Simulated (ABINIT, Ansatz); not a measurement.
# AlBiSe3 (Pm-3m): zone-centre phonons, part 3 of 4

Aim: the zone-centre modes of AlBiSe3 (Pm-3m).

ABINIT 10.8.3; DFT LDA, scalar-relativistic, plane waves, HGH norm-conserving pseudopotentials.

So far. Step 3 (Self-consistent run for the response): The cell stands at -1.1 GPa: the relaxation ran with a smoothed and higher cutoff, and the difference is a stress of the finite basis. Step 4 (Zone-centre response): The acoustic modes at Γ come out as far as 3.8 cm⁻¹ from zero, where they should vanish, a small numerical error. The lowest optical mode is imaginary, 92i cm⁻¹, an instability at this level and on this k mesh. The relaxed cell has a = 4.825 Å (conventional setting).

The structure was built from a prototype and need not be the compound's stable phase.

### Step 5. Modes with the sum rule

anaddb reads the merged derivatives and imposes the acoustic sum rule.

Contents of anaddb.abi:

```
ddb_filepath "gamma_DDB"
output_file "anaddb.abo"
outdata_prefix "anaddb"
asr 1
chneut 1
enunit 2
eivec 1
nph1l 1
qph1l 0.0 0.0 0.0 1.0
```

Contents of mrgddb.in:

```
gamma_DDB
merged
2
dfpt_gammao_DDB
gso_DDB
```

On the command line:

```
$ mrgddb < mrgddb.in > mrgddb.log
$ OMP_NUM_THREADS=1 anaddb anaddb.abi > anaddb.log
```

anaddb.abo, the main output file:

```text
-outvars_anaddb: echo values of input variables ----------------------

 Miscellaneous information :
      enunit         2
       eivec         1
         asr         1
 First list of wavevector (reduced coord.) :
       nph1l         1
       qph1l
                     0.00000000E+00  0.00000000E+00  0.00000000E+00    1.000E+00

================================================================================

 read the DDB information and perform some checks

  ==== Info on the Cryst% object ====
 Real(R)+Recip(G) space primitive vectors, cartesian coordinates (Bohr,Bohr^-1):
 R(1)=  9.1182206  0.0000000  0.0000000  G(1)=  0.1096705  0.0000000  0.0000000
 R(2)=  0.0000000  9.1182206  0.0000000  G(2)=  0.0000000  0.1096705  0.0000000
 R(3)=  0.0000000  0.0000000  9.1182206  G(3)=  0.0000000  0.0000000  0.1096705
 Unit cell volume ucvol=  7.5810661E+02 bohr^3
 Angles (23,13,12)=  9.00000000E+01  9.00000000E+01  9.00000000E+01 degrees
 Time-reversal symmetry is present
 Reduced atomic positions [iatom, xred, symbol]:
    1)    0.0000000  0.0000000  0.0000000  Bi
    2)    0.5000000  0.5000000  0.5000000  Al
    3)    0.5000000  0.5000000  0.0000000  Se
    4)    0.5000000  0.0000000  0.5000000  Se
    5)    0.0000000  0.5000000  0.5000000  Se

 DDB file with 3 blocks has been read.

================================================================================

 Treat the first list of vectors

  Phonon wavevector (reduced coordinates) :  0.00000  0.00000  0.00000
 Phonon energies in Hartree :
  -4.173802E-04 -4.173802E-04 -4.173802E-04 -3.278960E-04 -3.278960E-04
  -3.278960E-04  0.000000E+00  0.000000E+00  0.000000E+00  2.320656E-04
   2.320656E-04  2.320656E-04  1.528227E-03  1.528227E-03  1.528227E-03
 Phonon energies in meV     :
- -1.135749E+01 -1.135749E+01 -1.135749E+01 -8.922506E+00 -8.922506E+00
- -8.922506E+00  0.000000E+00  0.000000E+00  0.000000E+00  6.314828E+00
-  6.314828E+00  6.314828E+00  4.158519E+01  4.158519E+01  4.158519E+01
 Phonon frequencies in cm-1    :
- -9.160437E+01 -9.160437E+01 -9.160437E+01 -7.196486E+01 -7.196486E+01
- -7.196486E+01  0.000000E+00  0.000000E+00  0.000000E+00  5.093252E+01
-  5.093252E+01  5.093252E+01  3.354072E+02  3.354072E+02  3.354072E+02
 Phonon frequencies in Thz     :
- -2.746230E+00 -2.746230E+00 -2.746230E+00 -2.157452E+00 -2.157452E+00
- -2.157452E+00  0.000000E+00  0.000000E+00  0.000000E+00  1.526919E+00
-  1.526919E+00  1.526919E+00  1.005525E+01  1.005525E+01  1.005525E+01
 Phonon energies in Kelvin  :
- -1.317982E+02 -1.317982E+02 -1.317982E+02 -1.035414E+02 -1.035414E+02
- -1.035414E+02  0.000000E+00  0.000000E+00  0.000000E+00  7.328053E+01
-  7.328053E+01  7.328053E+01  4.825761E+02  4.825761E+02  4.825761E+02

 Eigendisplacements
 (will be given, for each mode : in cartesian coordinates
   for each atom the real part of the displacement vector,
   then the imaginary part of the displacement vector - absolute values smaller than 1.0d-7 are set to zero)
  Mode number    1   Energy   -4.173802E-04
 Attention : low frequency mode.
   (Could be unstable or acoustic mode)
-  1  0.00000000E+00  0.00000000E+00 -1.05341834E-03
-     0.00000000E+00  0.00000000E+00  0.00000000E+00
-  2  0.00000000E+00  0.00000000E+00 -3.89126730E-04
-     0.00000000E+00  0.00000000E+00  0.00000000E+00
-  3  0.00000000E+00  0.00000000E+00  1.11263393E-04
-     0.00000000E+00  0.00000000E+00  0.00000000E+00
-  4  0.00000000E+00  0.00000000E+00  1.40471916E-03
-     0.00000000E+00  0.00000000E+00  0.00000000E+00
-  5  0.00000000E+00  0.00000000E+00  1.40471916E-03
-     0.00000000E+00  0.00000000E+00  0.00000000E+00
  Mode number    2   Energy   -4.173802E-04
 Attention : low frequency mode.
   (Could be unstable or acoustic mode)
-  1  0.00000000E+00  1.05341834E-03  0.00000000E+00
-     0.00000000E+00  0.00000000E+00  0.00000000E+00
-  2  0.00000000E+00  3.89126730E-04  0.00000000E+00
-     0.00000000E+00  0.00000000E+00  0.00000000E+00
-  3  0.00000000E+00 -1.40471916E-03  0.00000000E+00
-     0.00000000E+00  0.00000000E+00  0.00000000E+00
-  4  0.00000000E+00 -1.11263393E-04  0.00000000E+00
-     0.00000000E+00  0.00000000E+00  0.00000000E+00
-  5  0.00000000E+00 -1.40471916E-03  0.00000000E+00
-     0.00000000E+00  0.00000000E+00  0.00000000E+00
  Mode number    3   Energy   -4.173802E-04
 Attention : low frequency mode.
   (Could be unstable or acoustic mode)
-  1  1.05341834E-03  0.00000000E+00  0.00000000E+00
-     0.00000000E+00  0.00000000E+00  0.00000000E+00
-  2  3.89126730E-04  0.00000000E+00  0.00000000E+00
-     0.00000000E+00  0.00000000E+00  0.00000000E+00
-  3 -1.40471916E-03  0.00000000E+00  0.00000000E+00
-     0.00000000E+00  0.00000000E+00  0.00000000E+00
-  4 -1.40471916E-03  0.00000000E+00  0.00000000E+00
-     0.00000000E+00  0.00000000E+00  0.00000000E+00
-  5 -1.11263393E-04  0.00000000E+00  0.00000000E+00
-     0.00000000E+00  0.00000000E+00  0.00000000E+00
  Mode number    4   Energy   -3.278960E-04
 Attention : low frequency mode.
   (Could be unstable or acoustic mode)
-  1  0.00000000E+00  0.00000000E+00  0.00000000E+00
-     0.00000000E+00  0.00000000E+00  0.00000000E+00
-  2  0.00000000E+00  0.00000000E+00  0.00000000E+00
-     0.00000000E+00  0.00000000E+00  0.00000000E+00
-  3  0.00000000E+00  0.00000000E+00  0.00000000E+00
-     0.00000000E+00  0.00000000E+00  0.00000000E+00
-  4  0.00000000E+00  0.00000000E+00 -1.86380890E-03
-     0.00000000E+00  0.00000000E+00  0.00000000E+00
-  5  0.00000000E+00  0.00000000E+00  1.86380890E-03
-     0.00000000E+00  0.00000000E+00  0.00000000E+00
  Mode number    5   Energy   -3.278960E-04
 Attention : low frequency mode.
   (Could be unstable or acoustic mode)
-  1  0.00000000E+00  0.00000000E+00  0.00000000E+00
-     0.00000000E+00  0.00000000E+00  0.00000000E+00
-  2  0.00000000E+00  0.00000000E+00  0.00000000E+00
-     0.00000000E+00  0.00000000E+00  0.00000000E+00
-  3  0.00000000E+00 -1.86380890E-03  0.00000000E+00
-     0.00000000E+00  0.00000000E+00  0.00000000E+00
-  4  0.00000000E+00  0.00000000E+00  0.00000000E+00
-     0.00000000E+00  0.00000000E+00  0.00000000E+00
-  5  0.00000000E+00  1.86380890E-03  0.00000000E+00
-     0.00000000E+00  0.00000000E+00  0.00000000E+00
  Mode number    6   Energy   -3.278960E-04
 Attention : low frequency mode.
   (Could be unstable or acoustic mode)
-  1  0.00000000E+00  0.00000000E+00  0.00000000E+00
-     0.00000000E+00  0.00000000E+00  0.00000000E+00
-  2  0.00000000E+00  0.00000000E+00  0.00000000E+00
-     0.00000000E+00  0.00000000E+00  0.00000000E+00
-  3  1.86380890E-03  0.00000000E+00  0.00000000E+00
-     0.00000000E+00  0.00000000E+00  0.00000000E+00
-  4 -1.86380890E-03  0.00000000E+00  0.00000000E+00
-     0.00000000E+00  0.00000000E+00  0.00000000E+00
-  5  0.00000000E+00  0.00000000E+00  0.00000000E+00
-     0.00000000E+00  0.00000000E+00  0.00000000E+00
  Mode number    7   Energy    0.000000E+00
 Attention : low frequency mode.
   (Could be unstable or acoustic mode)
-  1  0.00000000E+00  0.00000000E+00  1.07701736E-03
-     0.00000000E+00  0.00000000E+00  0.00000000E+00
-  2  0.00000000E+00  0.00000000E+00  1.07729835E-03
-     0.00000000E+00  0.00000000E+00  0.00000000E+00
-  3  0.00000000E+00  0.00000000E+00  1.07726027E-03
-     0.00000000E+00  0.00000000E+00  0.00000000E+00
-  4  0.00000000E+00  0.00000000E+00  1.07713944E-03
-     0.00000000E+00  0.00000000E+00  0.00000000E+00
-  5  0.00000000E+00  0.00000000E+00  1.07713944E-03
-     0.00000000E+00  0.00000000E+00  0.00000000E+00
  Mode number    8   Energy    0.000000E+00
 Attention : low frequency mode.
   (Could be unstable or acoustic mode)
-  1  0.00000000E+00 -1.07701736E-03  0.00000000E+00
-     0.00000000E+00  0.00000000E+00  0.00000000E+00
-  2  0.00000000E+00 -1.07729835E-03  0.00000000E+00
-     0.00000000E+00  0.00000000E+00  0.00000000E+00
-  3  0.00000000E+00 -1.07713944E-03  0.00000000E+00
-     0.00000000E+00  0.00000000E+00  0.00000000E+00
-  4  0.00000000E+00 -1.07726027E-03  0.00000000E+00
-     0.00000000E+00  0.00000000E+00  0.00000000E+00
-  5  0.00000000E+00 -1.07713944E-03  0.00000000E+00
-     0.00000000E+00  0.00000000E+00  0.00000000E+00
  Mode number    9   Energy    0.000000E+00
 Attention : low frequency mode.
   (Could be unstable or acoustic mode)
-  1  1.07701736E-03  0.00000000E+00  0.00000000E+00
-     0.00000000E+00  0.00000000E+00  0.00000000E+00
-  2  1.07729835E-03  0.00000000E+00  0.00000000E+00
-     0.00000000E+00  0.00000000E+00  0.00000000E+00
-  3  1.07713944E-03  0.00000000E+00  0.00000000E+00
-     0.00000000E+00  0.00000000E+00  0.00000000E+00
-  4  1.07713944E-03  0.00000000E+00  0.00000000E+00
-     0.00000000E+00  0.00000000E+00  0.00000000E+00
-  5  1.07726027E-03  0.00000000E+00  0.00000000E+00
-     0.00000000E+00  0.00000000E+00  0.00000000E+00
  Mode number   10   Energy    2.320656E-04
-  1  0.00000000E+00  0.00000000E+00  5.96129860E-04
-     0.00000000E+00  0.00000000E+00  0.00000000E+00
-  2  0.00000000E+00  0.00000000E+00 -2.62320691E-03
-     0.00000000E+00  0.00000000E+00  0.00000000E+00
-  3  0.00000000E+00  0.00000000E+00 -1.75472164E-03
-     0.00000000E+00  0.00000000E+00  0.00000000E+00
-  4  0.00000000E+00  0.00000000E+00  5.36927847E-04
-     0.00000000E+00  0.00000000E+00  0.00000000E+00
-  5  0.00000000E+00  0.00000000E+00  5.36927847E-04
-     0.00000000E+00  0.00000000E+00  0.00000000E+00
  Mode number   11   Energy    2.320656E-04
-  1  0.00000000E+00  5.96129860E-04  0.00000000E+00
-     0.00000000E+00  0.00000000E+00  0.00000000E+00
-  2  0.00000000E+00 -2.62320691E-03  0.00000000E+00
-     0.00000000E+00  0.00000000E+00  0.00000000E+00
-  3  0.00000000E+00  5.36927847E-04  0.00000000E+00
-     0.00000000E+00  0.00000000E+00  0.00000000E+00
-  4  0.00000000E+00 -1.75472164E-03  0.00000000E+00
-     0.00000000E+00  0.00000000E+00  0.00000000E+00
-  5  0.00000000E+00  5.36927847E-04  0.00000000E+00
-     0.00000000E+00  0.00000000E+00  0.00000000E+00
  Mode number   12   Energy    2.320656E-04
-  1  5.96129860E-04  0.00000000E+00  0.00000000E+00
-     0.00000000E+00  0.00000000E+00  0.00000000E+00
-  2 -2.62320691E-03  0.00000000E+00  0.00000000E+00
-     0.00000000E+00  0.00000000E+00  0.00000000E+00
-  3  5.36927847E-04  0.00000000E+00  0.00000000E+00
-     0.00000000E+00  0.00000000E+00  0.00000000E+00
-  4  5.36927847E-04  0.00000000E+00  0.00000000E+00
-     0.00000000E+00  0.00000000E+00  0.00000000E+00
-  5 -1.75472164E-03  0.00000000E+00  0.00000000E+00
-     0.00000000E+00  0.00000000E+00  0.00000000E+00
  Mode number   13   Energy    1.528227E-03
-  1  0.00000000E+00  0.00000000E+00  1.83991023E-06
-     0.00000000E+00  0.00000000E+00  0.00000000E+00
-  2  0.00000000E+00  0.00000000E+00 -3.48403073E-03
-     0.00000000E+00  0.00000000E+00  0.00000000E+00
-  3  0.00000000E+00  0.00000000E+00  1.64184346E-03
-     0.00000000E+00  0.00000000E+00  0.00000000E+00
-  4  0.00000000E+00  0.00000000E+00 -2.28093873E-04
-     0.00000000E+00  0.00000000E+00  0.00000000E+00
-  5  0.00000000E+00  0.00000000E+00 -2.28093873E-04
-     0.00000000E+00  0.00000000E+00  0.00000000E+00
  Mode number   14   Energy    1.528227E-03
-  1  0.00000000E+00  1.83991023E-06  0.00000000E+00
-     0.00000000E+00  0.00000000E+00  0.00000000E+00
-  2 -2.09457346E-07 -3.48403073E-03  0.00000000E+00
-     0.00000000E+00  0.00000000E+00  0.00000000E+00
-  3  0.00000000E+00 -2.28093872E-04  0.00000000E+00
-     0.00000000E+00  0.00000000E+00  0.00000000E+00
-  4  0.00000000E+00  1.64184346E-03  0.00000000E+00
-     0.00000000E+00  0.00000000E+00  0.00000000E+00
-  5  0.00000000E+00 -2.28093872E-04  0.00000000E+00
-     0.00000000E+00  0.00000000E+00  0.00000000E+00
  Mode number   15   Energy    1.528227E-03
-  1  1.83991023E-06  0.00000000E+00  0.00000000E+00
-     0.00000000E+00  0.00000000E+00  0.00000000E+00
-  2 -3.48403073E-03  2.09457346E-07  0.00000000E+00
-     0.00000000E+00  0.00000000E+00  0.00000000E+00
-  3 -2.28093872E-04  0.00000000E+00  0.00000000E+00
-     0.00000000E+00  0.00000000E+00  0.00000000E+00
-  4 -2.28093872E-04  0.00000000E+00  0.00000000E+00
-     0.00000000E+00  0.00000000E+00  0.00000000E+00
-  5  1.64184346E-03  0.00000000E+00  0.00000000E+00
-     0.00000000E+00  0.00000000E+00  0.00000000E+00

 Analysis of degeneracies and characters (maximum tolerance=1.00E-06 a.u.)
 For each vibration mode, or group of modes if degenerate,
 the characters are given for each symmetry operation (see the list in the log file).
 Symmetry characters of vibration mode #   1
       degenerate with vibration modes #   2 to    3
  3.0 -3.0 -1.0  1.0 -1.0  1.0 -1.0  1.0  1.0 -1.0 -1.0  1.0  1.0 -1.0 -1.0  1.0
 -0.0  0.0 -0.0  0.0  0.0 -0.0  0.0 -0.0  1.0 -1.0 -1.0  1.0 -1.0  1.0  1.0 -1.0
 -0.0  0.0  0.0 -0.0  0.0 -0.0 -0.0  0.0  1.0 -1.0  1.0 -1.0 -1.0  1.0 -1.0  1.0
 Symmetry characters of vibration mode #   4
       degenerate with vibration modes #   5 to    6
  3.0 -3.0 -1.0  1.0 -1.0  1.0 -1.0  1.0 -1.0  1.0  1.0 -1.0 -1.0  1.0  1.0 -1.0
  0.0 -0.0  0.0 -0.0 -0.0  0.0 -0.0  0.0 -1.0  1.0  1.0 -1.0  1.0 -1.0 -1.0  1.0
  0.0 -0.0 -0.0  0.0 -0.0  0.0  0.0 -0.0 -1.0  1.0 -1.0  1.0  1.0 -1.0  1.0 -1.0
 Symmetry characters of vibration mode #   7
       degenerate with vibration modes #   8 to    9
  3.0 -3.0 -1.0  1.0 -1.0  1.0 -1.0  1.0  1.0 -1.0 -1.0  1.0  1.0 -1.0 -1.0  1.0
  0.0 -0.0  0.0 -0.0 -0.0  0.0 -0.0  0.0  1.0 -1.0 -1.0  1.0 -1.0  1.0  1.0 -1.0
  0.0 -0.0 -0.0  0.0 -0.0  0.0  0.0 -0.0  1.0 -1.0  1.0 -1.0 -1.0  1.0 -1.0  1.0
 Symmetry characters of vibration mode #  10
       degenerate with vibration modes #  11 to   12
  3.0 -3.0 -1.0  1.0 -1.0  1.0 -1.0  1.0  1.0 -1.0 -1.0  1.0  1.0 -1.0 -1.0  1.0
 -0.0  0.0 -0.0  0.0  0.0 -0.0  0.0 -0.0  1.0 -1.0 -1.0  1.0 -1.0  1.0  1.0 -1.0
 -0.0  0.0  0.0 -0.0  0.0 -0.0 -0.0  0.0  1.0 -1.0  1.0 -1.0 -1.0  1.0 -1.0  1.0
 Symmetry characters of vibration mode #  13
       degenerate with vibration modes #  14 to   15
  3.0 -3.0 -1.0  1.0 -1.0  1.0 -1.0  1.0  1.0 -1.0 -1.0  1.0  1.0 -1.0 -1.0  1.0
 -0.0  0.0 -0.0  0.0  0.0 -0.0  0.0 -0.0  1.0 -1.0 -1.0  1.0 -1.0  1.0  1.0 -1.0
 -0.0  0.0  0.0 -0.0  0.0 -0.0 -0.0  0.0  1.0 -1.0  1.0 -1.0 -1.0  1.0 -1.0  1.0
-
```

Wall time 0.67 s (1 thread of Intel Xeon 6975P-C (Granite Rapids), shared host).

Numbers from this step:

```
lowest optical zone-centre mode : -91.6 cm⁻¹
```

No LO-TO term; unit eigenvectors of the mass-weighted matrix, from anaddb's displacements. The modes at Γ (shares of kinetic energy by element, %) (negative means imaginary):

| mode | frequency (cm⁻¹) | symmetry | Bi % | Al % | Se % |
| --- | --- | --- | --- | --- | --- |
| 1 | -91.6 | T1u | 42 | 1 | 57 |
| 2 | -91.6 | T1u | 42 | 1 | 57 |
| 3 | -91.6 | T1u | 42 | 1 | 57 |
| 4 | -72.0 | T2u | 0 | 0 | 100 |
| 5 | -72.0 | T2u | 0 | 0 | 100 |
| 6 | -72.0 | T2u | 0 | 0 | 100 |
| 7 | 0.0 | acoustic | 44 | 6 | 50 |
| 8 | 0.0 | acoustic | 44 | 6 | 50 |
| 9 | 0.0 | acoustic | 44 | 6 | 50 |
| 10 | 50.9 | T1u | 14 | 34 | 53 |
| 11 | 50.9 | T1u | 14 | 34 | 53 |
| 12 | 50.9 | T1u | 14 | 34 | 53 |
| 13 | 335.4 | T1u | 0 | 60 | 40 |
| 14 | 335.4 | T1u | 0 | 60 | 40 |
| 15 | 335.4 | T1u | 0 | 60 | 40 |

Displacements in mode 1 (-91.6 cm⁻¹), the largest set to 1:
```
Bi1  0.00  0.00 -0.75
Al2  0.00  0.00 -0.28
Se3  0.00  0.00  0.08
Se4  0.00  0.00  1.00
Se5  0.00  0.00  1.00
```

Displacements in mode 4 (-72.0 cm⁻¹), the largest set to 1:
```
Bi1  0.00  0.00  0.00
Al2  0.00  0.00  0.00
Se3  0.00  0.00  0.00
Se4  0.00  0.00 -1.00
Se5  0.00  0.00  1.00
```

The rule moves no optical mode by more than 0.2 cm⁻¹.

(Continued in part 4 of 4.)

[Host names and launcher messages were left out of these logs when they were recorded.]

[Logs are printed without paths, hosts, clocks, repeated set-up lines and the standing remarks that a program may print on its own settings, such as how far it seeks lower states.]

[Hosts, paths, dates, database ids (printed as entryN), source tags and the programs' standing remarks are cut or masked in the printed files.]
